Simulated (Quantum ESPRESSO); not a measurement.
## NiAgO2: magnetism against uniaxial strain

Aim: follow moments and order energies of NiAgO2 with uniaxial strain.

Calculated with Quantum ESPRESSO 7.5; LDA with U = 6 eV on Ni d (ortho-atomic projectors); plane waves with GBRV 1.5 LDA potentials, no spin-orbit coupling.

Report form: the programs' logs are mostly left out.

**1. The starting structure**

Symmetry: P6_3/mmc, No. 194, hexagonal system. Conventional cell: a = 2.999 Å, b = 2.999 Å, c = 12.315 Å, α = 90.00°, β = 90.00°, γ = 120.00°. Nearest to Ni lie 6 O at 2.00 Å. Ag has 2 O at 2.07 Å nearest. Nearest to O lie 3 Ni at 2.00 Å and 1 Ag at 2.07 Å. Farther neighbours and most contacts between anions are not listed.

Coordinates:

```cif
data_structure
_symmetry_space_group_name_H-M 'P 1'
_symmetry_Int_Tables_number 1
_cell_length_a 2.9992
_cell_length_b 2.9992
_cell_length_c 12.3151
_cell_angle_alpha 90.000
_cell_angle_beta 90.000
_cell_angle_gamma 120.000
_cell_volume 95.93
loop_
_atom_site_label
_atom_site_type_symbol
_atom_site_fract_x
_atom_site_fract_y
_atom_site_fract_z
_atom_site_occupancy
Ni1 Ni 0.00000 0.00000 0.50000 1
Ni2 Ni 0.00000 0.00000 0.00000 1
Ag3 Ag 0.66667 0.33333 0.75000 1
Ag4 Ag 0.33333 0.66667 0.25000 1
O5 O 0.33333 0.66667 0.41806 1
O6 O 0.66667 0.33333 0.91806 1
O7 O 0.66667 0.33333 0.58194 1
O8 O 0.33333 0.66667 0.08194 1
```

The cell comes from Materials Project 2023-11-01, a database of computed structures, and need not be the stable phase.

**2. Factor along z 0.94, ferro ++**

Lengths along Cartesian z scale by the factor. Atoms keep their fractional places. Seeded atoms are those given a starting moment.

Contents of pw.in:

```
&CONTROL
  calculation = 'scf'
  prefix = 'pwscf'
  outdir = './tmp'
  pseudo_dir = './pseudo'
  disk_io = 'nowf'
  tprnfor = .true.
  tstress = .true.
/
&SYSTEM
  ibrav = 0
  nat = 8
  ntyp = 3
  ecutwfc = 40
  ecutrho = 280
  nbnd = 64
  occupations = 'smearing'
  smearing = 'fd'
  degauss = 0.00734986
  nspin = 2
  starting_magnetization(1) = 0.1111
  starting_magnetization(2) = 0
  starting_magnetization(3) = 0
/
&ELECTRONS
  conv_thr = 1.6d-08
  electron_maxstep = 150
  mixing_beta = 0.3
/
ATOMIC_SPECIES
Ni     58.6934 ni_lda_v1.4.uspp.F.UPF
Ag    107.8682 ag_lda_v1.4.uspp.F.UPF
O      15.9990 o_lda_v1.2.uspp.F.UPF
CELL_PARAMETERS angstrom
   2.9991629743    0.0000000000    0.0000000000
  -1.4995814871    2.5973513258    0.0000000000
   0.0000000000    0.0000000000   11.5762193800
ATOMIC_POSITIONS crystal
Ni      0.0000000000    0.0000000000    0.5000000000
Ni      0.0000000000    0.0000000000    0.0000000000
Ag      0.6666666700    0.3333333300    0.7500000000
Ag      0.3333333300    0.6666666700    0.2500000000
O       0.3333333300    0.6666666700    0.4180620000
O       0.6666666700    0.3333333300    0.9180620000
O       0.6666666700    0.3333333300    0.5819380000
O       0.3333333300    0.6666666700    0.0819380000
K_POINTS automatic
8 8 2 0 0 0
HUBBARD {ortho-atomic}
U Ni-3d 6.0000
```

Started as:

```sh
OMP_NUM_THREADS=1 mpirun -n 4 pw.x -nk 4 -in pw.in > pw.out
```

The job ended after 85 s (4 MPI ranks of Intel Xeon Platinum 8223CL at 3.00GHz (Skylake/Cascade Lake), shared host; peak memory 0.63 GiB).

Spin moment in the atom's sphere by atom:

```
atom  spin moment in the atom's sphere (μB)
 Ni1                                   1.33
 Ni2                                   1.33
 Ag3                                  -0.12
 Ag4                                  -0.12
  O5                                  -0.10
  O6                                  -0.10
  O7                                  -0.10
  O8                                  -0.10
```

Numbers from this step:

| Property | Result |
| --- | --- |
| smearing term TS | 0.1111 eV |
| pressure | -1.907 GPa |
| magnetization | 2.051 μB |
| absolute magnetization | 3.504 μB |
| final state | ferromagnetic |

**3. Factor along z 0.94, antiferro +-**

pw.in: that of step 2 with these lines changed.

```diff
@@ -12,6 +12,6 @@
   nat = 8
-  ntyp = 3
+  ntyp = 4
   ecutwfc = 40
   ecutrho = 280
-  nbnd = 64
+  nbnd = 62
   occupations = 'smearing'
@@ -21,4 +21,5 @@
   starting_magnetization(1) = 0.1111
-  starting_magnetization(2) = 0
+  starting_magnetization(2) = -0.1111
   starting_magnetization(3) = 0
+  starting_magnetization(4) = 0
 /
@@ -30,3 +31,4 @@
 ATOMIC_SPECIES
-Ni     58.6934 ni_lda_v1.4.uspp.F.UPF
+Ni1    58.6934 ni_lda_v1.4.uspp.F.UPF
+Ni2    58.6934 ni_lda_v1.4.uspp.F.UPF
 Ag    107.8682 ag_lda_v1.4.uspp.F.UPF
@@ -38,4 +40,4 @@
 ATOMIC_POSITIONS crystal
-Ni      0.0000000000    0.0000000000    0.5000000000
-Ni      0.0000000000    0.0000000000    0.0000000000
+Ni1     0.0000000000    0.0000000000    0.5000000000
+Ni2     0.0000000000    0.0000000000    0.0000000000
 Ag      0.6666666700    0.3333333300    0.7500000000
@@ -49,2 +51,3 @@
 HUBBARD {ortho-atomic}
-U Ni-3d 6.0000
+U Ni1-3d 6.0000
+U Ni2-3d 6.0000
```

Run time: 90 s. Hardware: 4 MPI ranks; peak memory 0.64 GiB; 6 min of CPU time.

Spin moment in the atom's sphere by atom:

```
atom  spin moment in the atom's sphere (μB)
 Ni1                                   1.33
 Ni2                                  -1.33
 Ag3                                   0.00
 Ag4                                   0.00
  O5                                  -0.09
  O6                                   0.09
  O7                                  -0.09
  O8                                   0.09
```

This step gave:

| Quantity | Value |
| --- | --- |
| smearing term TS | 0.1491 eV |
| pressure | -1.744 GPa |
| magnetization | 0 μB |
| absolute magnetization | 3.203 μB |
| final state | antiferromagnetic |

**4. Factor along z 0.94, no spin polarisation**

pw.in: that of step 3 with these lines changed.

```diff
@@ -12,3 +12,3 @@
   nat = 8
-  ntyp = 4
+  ntyp = 3
   ecutwfc = 40
@@ -19,7 +19,2 @@
   degauss = 0.00734986
-  nspin = 2
-  starting_magnetization(1) = 0.1111
-  starting_magnetization(2) = -0.1111
-  starting_magnetization(3) = 0
-  starting_magnetization(4) = 0
 /
@@ -31,4 +26,3 @@
 ATOMIC_SPECIES
-Ni1    58.6934 ni_lda_v1.4.uspp.F.UPF
-Ni2    58.6934 ni_lda_v1.4.uspp.F.UPF
+Ni     58.6934 ni_lda_v1.4.uspp.F.UPF
 Ag    107.8682 ag_lda_v1.4.uspp.F.UPF
@@ -40,4 +34,4 @@
 ATOMIC_POSITIONS crystal
-Ni1     0.0000000000    0.0000000000    0.5000000000
-Ni2     0.0000000000    0.0000000000    0.0000000000
+Ni      0.0000000000    0.0000000000    0.5000000000
+Ni      0.0000000000    0.0000000000    0.0000000000
 Ag      0.6666666700    0.3333333300    0.7500000000
@@ -51,3 +45,2 @@
 HUBBARD {ortho-atomic}
-U Ni1-3d 6.0000
-U Ni2-3d 6.0000
+U Ni-3d 6.0000
```

Elapsed: 41 s, on 4 MPI ranks; peak memory 0.53 GiB; 2.7 min of CPU time.

This step gave:

| Item | Value |
| --- | --- |
| smearing term TS | 0.2013 eV |
| pressure | -6.174 GPa |
| final state | non-magnetic (no spin polarisation) |

**5. Factor along z 1.06, ferro ++**

pw.in: that of step 4 with these lines changed.

```diff
@@ -15,3 +15,3 @@
   ecutrho = 280
-  nbnd = 62
+  nbnd = 64
   occupations = 'smearing'
@@ -19,2 +19,6 @@
   degauss = 0.00734986
+  nspin = 2
+  starting_magnetization(1) = 0.1111
+  starting_magnetization(2) = 0
+  starting_magnetization(3) = 0
 /
@@ -32,3 +36,3 @@
   -1.4995814871    2.5973513258    0.0000000000
-   0.0000000000    0.0000000000   11.5762193800
+   0.0000000000    0.0000000000   13.0540346200
 ATOMIC_POSITIONS crystal
```

It took 88 s on 4 MPI ranks; peak memory 0.75 GiB.

Read from the output:

- smearing term TS: 0.1135 eV
- pressure: -21.69 GPa
- magnetization: 2.001 μB
- absolute magnetization: 3.754 μB
- final state: ferromagnetic
- largest moment: 1.362 μB

**6. A faulty input**

As a test, an input with a fault in it is run.

pw.in: that of step 5 with these lines changed.

```diff
@@ -13,2 +13,4 @@
   ntyp = 3
+  lda_plus_u = .true.
+  Hubbard_U(1) = 4.0
   ecutwfc = 40
@@ -26,3 +28,3 @@
   conv_thr = 1.6d-08
-  electron_maxstep = 150
+  electron_maxstep = 75
   mixing_beta = 0.3
@@ -36,3 +38,3 @@
   -1.4995814871    2.5973513258    0.0000000000
-   0.0000000000    0.0000000000   13.0540346200
+   0.0000000000    0.0000000000   12.3151270000
 ATOMIC_POSITIONS crystal
@@ -48,3 +50 @@
 8 8 2 0 0 0
-HUBBARD {ortho-atomic}
-U Ni-3d 6.0000
```

Elapsed: 0.65 s, on 4 MPI ranks; peak memory 0.05 GiB.

The program refused the input before any cycle.

The program's message: “system_checkin (1): DFT+Hubbard input syntax has changed since v7.1”

The fault put into the input: the old Hubbard keywords.

**7. Trends**

The runs not shown differ from these in the moved quantity alone.

States, by row:

```
c axis       ferro ++       antiferro +-  no spin polarisation
  0.94  ferromagnetic  antiferromagnetic          non-magnetic
  0.97  ferromagnetic  antiferromagnetic          non-magnetic
     1  ferromagnetic  antiferromagnetic          non-magnetic
  1.03  ferromagnetic  antiferromagnetic          non-magnetic
  1.06  ferromagnetic  antiferromagnetic          non-magnetic
```

Table of largest site moment by c axis:

```
c axis (factor)  ferro ++ (μB)  antiferro +- (μB)
         0.9400           1.33               1.33
         0.9700           1.33               1.34
         1.0000           1.34               1.34
         1.0300           1.35               1.35
         1.0600           1.36               1.36
```

Table of energy less that of the parallel start by c axis; values in meV a seeded atom:

```
c axis (factor)  antiferro +-  no spin polarisation
         0.9400          20.3                   779
         0.9700          16.0                   777
         1.0000          13.1                   775
         1.0300          10.3                   774
         1.0600          7.56                   772
```

Energy over the lowest against c axis; values in meV an atom:

```
c axis (factor)  ferro ++  antiferro +-  no spin polarisation
         0.9400      10.0          15.1                   205
         0.9700         0          4.01                   194
         1.0000      22.0          25.2                   216
         1.0300      67.7          70.3                   261
         1.0600       131           133                   324
```

**8. Results**

- moment, parallel start: 1.33 to 1.36 μB
- states met from these starts: antiferromagnetic and ferromagnetic

**Reading.** The moment of the parallel start goes from 1.33 μB at 0.94 to 1.36 μB at 1.06. The net moment of the cell goes from 2.05 to 2.00 μB. The radius of the spheres follows the nearest distance, so part of the change of the site moments is the spheres'. The largest moment of the start antiferro +- lies between 1.33 and 1.36 μB. The start antiferro +- lies over the parallel one at every finished point, by 7.56 to 20.3 meV a seeded atom. Energies are free energies at an electronic temperature of 1160 K, which lowers moments and differences where the moments are itinerant. The smearing term is large for its width, so states at the Fermi level are partly filled: at this level the cell is a metal or has a gap of a few widths at most.

[Logs and program files are shortened in this print: banners, set-up blocks, solver, clock and traceback lines can be left out without a mark of their own.]

[Logs are printed without paths, hosts, clocks, repeated set-up lines and the standing remarks that a program may print on its own settings, such as how far it seeks lower states.]

[Hosts, paths, dates, database ids (printed as entryN), source tags and the programs' standing remarks are cut or masked in the printed files.]

[Where a cell is said to come from a database of computed structures, the database is the Materials Project.]
